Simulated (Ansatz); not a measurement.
## Sensitivity of the G0W0 gap of Te2Mo (P6_3/mmc)

Aim: change settings of a G0W0 run on Te2Mo (P6_3/mmc) and see what moves.

Method: G0W0 on PBE, plane waves, PAW; PAW set soft_1, in Ansatz 0.2.0.

Report form: the programs' logs are mostly left out.

**1. Starting point**

Symmetry: P6_3/mmc, No. 194, hexagonal system. Conventional cell: a = 3.518 Å, b = 3.518 Å, c = 13.974 Å, α = 90.00°, β = 90.00°, γ = 120.00°. Te has 3 Mo at 2.72 Å nearest. Nearest to Mo lie 6 Te at 2.72 Å. Farther neighbours and most contacts between anions are not listed.

As a file:

```cif
data_structure
_symmetry_space_group_name_H-M 'P 1'
_symmetry_Int_Tables_number 1
_cell_length_a 3.5182
_cell_length_b 3.5182
_cell_length_c 13.9736
_cell_angle_alpha 90.000
_cell_angle_beta 90.000
_cell_angle_gamma 120.000
_cell_volume 149.79
loop_
_atom_site_label
_atom_site_type_symbol
_atom_site_fract_x
_atom_site_fract_y
_atom_site_fract_z
_atom_site_occupancy
Te1 Te 0.33333 0.66667 0.62100 1
Te2 Te 0.66667 0.33333 0.12100 1
Te3 Te 0.33333 0.66667 0.87900 1
Te4 Te 0.66667 0.33333 0.37900 1
Mo5 Mo 0.33333 0.66667 0.25000 1
Mo6 Mo 0.66667 0.33333 0.75000 1
```

The cell and positions come from the Crystallography Open Database and are kept as given unless a step says otherwise. Spin-orbit coupling is left out unless a step names it.

**2. The base run: 6×6×2 mesh, 340 empty bands, screening to 100 eV, PAW set soft_1 files**

Now the one-shot GW correction: screening in the RPA, then the self-energy of the levels asked for. This step takes PAW set soft_1 files.

input.yaml reads:

```yaml
crystal:
  lattice:
    - [3.5182, 0.0, 0.0]
    - [-1.7591, 3.0468505756, 0.0]
    - [0.0, 0.0, 13.9736]
  atoms:
    - { symbol: Te, position: [0.3333333333, 0.6666666667, 0.621] }
    - { symbol: Te, position: [0.6666666667, 0.3333333333, 0.121] }
    - { symbol: Te, position: [0.3333333333, 0.6666666667, 0.879] }
    - { symbol: Te, position: [0.6666666667, 0.3333333333, 0.379] }
    - { symbol: Mo, position: [0.3333333333, 0.6666666667, 0.25] }
    - { symbol: Mo, position: [0.6666666667, 0.3333333333, 0.75] }
kpoints:
  mp_grid: { grid: [6, 6, 2] }
hamiltonian:
  xc: pbe
  pseudopotentials: { kind: paw, azcp: { folder: soft_1 } }
scf:
  occupations: { method: fixed }
gw:
  n_empty_bands: 340
  ecut_chi: 100
  qp_bands: [v2, c2]
  qp_kpoints: band_edges
  screening: { model: contour_deformation }
```

Command:

```console
$ ansatz run input.yaml --threads 2 --pin off --max-ram 73728MiB --backend cuda --events-out ev --progress --plain --runs-dir out --devices 1 --max-vram 13GiB
```

It took 35 s on 1 × NVIDIA H100 80GB HBM3 (shared by 6 runs) with 2 threads of AMD EPYC 7R13 (Zen 3), shared host; peak memory 1.7 GiB; 42 s of CPU time.

Numbers from this step:

| Item | Value |
| --- | --- |
| bands summed | 386 |
| RPA ε∞ on this mesh (eigenvalues) | 10.70, 19.78, 19.78 |
| plane waves in the screening matrix | 329 |
| q-points in the mesh | 72 |
| G0W0 gap on the mesh | 0.9828 eV |
| k of the valence top | 0, 0, 0 |
| k of the conduction bottom | 0.1667, 0.1667, 0 |
| starting gap on the mesh | 0.8263 eV |
| Z at the valence top | 0.7262 |
| Z at the conduction bottom | 0.7387 |
| least direct G0W0 gap on the computed points | 1.310 eV |

The gap on the mesh goes from 0.83 eV to 0.98 eV, a correction of +0.16 eV. Between the two edge states, bare exchange in place of the xc potential would open the gap by 4.04 eV, and correlation takes back 3.89 eV.

**3. Variant: potentials**

Other atomic data (norm-conserving) test the pseudisation: the cutoff goes from 420 to 1120 eV, with the same valence electrons.

This step: G0W0 on PBE, plane waves, norm-conserving pseudopotentials.

input.yaml, as its differences from that of step 2:

```diff
@@ -16,3 +16,3 @@
   xc: pbe
-  pseudopotentials: { kind: paw, azcp: { folder: soft_1 } }
+  pseudopotentials: { kind: nc }
 scf:
```

Wall time 1.8 min (1 × NVIDIA H100 80GB HBM3 (shared by 6 runs) with 2 threads); peak memory 2.8 GiB; 2.9 min of CPU time.

The G0W0 gap on the mesh is 0.977 eV.

Against the base:

```tsv
setting	base	variant
files	PAW set soft_1	norm-conserving
```

```tsv
quantity	variant	base
starting gap on the mesh	0.820	0.826
G0W0 gap on the mesh	0.977	0.983
least direct G0W0 gap on the computed points	1.307	1.310
Z at the valence top	0.726	0.726
Z at the conduction bottom	0.739	0.739
```

**4. Variant: potentials**

This step: G0W0 on PBE, plane waves, PAW.

input.yaml, as its differences from that of step 3:

```diff
@@ -16,3 +16,3 @@
   xc: pbe
-  pseudopotentials: { kind: nc }
+  pseudopotentials: { kind: paw, source: ansatz }
 scf:
```

The job ended after 58 s (1 × NVIDIA H100 80GB HBM3 (shared by 6 runs) with 2 threads; peak memory 2 GiB).

The G0W0 gap on the mesh is 0.981 eV.

Against the base:

```tsv
setting	base	variant
files	PAW set soft_1	hard PAW
```

```tsv
quantity	variant	base
starting gap on the mesh	0.826	0.826
G0W0 gap on the mesh	0.981	0.983
least direct G0W0 gap on the computed points	1.311	1.310
Z at the valence top	0.726	0.726
Z at the conduction bottom	0.739	0.739
```

**5. Variant: frequency model**

A plasmon pole stands in for the full frequency dependence of the screening; this run shows what that costs in accuracy.

This step: G0W0 on PBE, plane waves, PAW; PAW set soft_1.

input.yaml, as its differences from that of step 4:

```diff
@@ -16,3 +16,3 @@
   xc: pbe
-  pseudopotentials: { kind: paw, source: ansatz }
+  pseudopotentials: { kind: paw, azcp: { folder: soft_1 } }
 scf:
@@ -24,2 +24,2 @@
   qp_kpoints: band_edges
-  screening: { model: contour_deformation }
+  screening: { model: godby_needs }
```

Run time: 43 s. Hardware: 1 × NVIDIA H100 80GB HBM3 (shared by 6 runs) with 2 threads; peak memory 2.2 GiB; 69 s of CPU time.

The G0W0 gap on the mesh is 1.007 eV.

Against the base:

```tsv
setting	base	variant
frequency model	contour deformation	plasmon pole
```

```tsv
quantity	variant	base
starting gap on the mesh	0.826	0.826
G0W0 gap on the mesh	1.007	0.983
least direct G0W0 gap on the computed points	1.394	1.310
Z at the valence top	0.780	0.726
Z at the conduction bottom	0.788	0.739
```

**6. What came out**

```json
{"base": "0.98 eV, 35 s", "potentials": "0.98 eV, 58 s", "frequency model": "1.01 eV, 43 s"}
```

**Reading.** Potentials: the gap moves by −0.01 eV and the time by a factor of 3.2 (the plane-wave cutoff goes from 420 to 1120 eV). Potentials: the gap moves by −0.001 eV (the plane-wave cutoff goes from 420 to 640 eV). Frequency model: the gap moves by +0.02 eV. All runs here use a coarse mesh and modest cutoffs; they test settings and are not final values. The 6×6×2 mesh is coarse for this cell (its supercell is 21 Å along the shortest edge). The RPA ε∞ on it, from the PBE start, is 10.70 and 19.78; such meshes misread the long-range screening, most where the gap is narrow. The many-body steps are scalar-relativistic: spin-orbit coupling is not in them.

[Paths, hosts, dates, memory and timing lines, banners, echoed tables and standing remarks are left out of the program output.]

[Logs are printed without paths, hosts, clocks, repeated set-up lines and the standing remarks that a program may print on its own settings, such as how far it seeks lower states.]

[Runs of the session that timed out or met a known fault of the program may be left out.]

[Cells called generated may have been cut or substituted from an entry of the Crystallography Open Database or the Materials Project.]

[Hosts, paths, dates, database ids (printed as entryN), source tags and the programs' standing remarks are cut or masked in the printed files.]
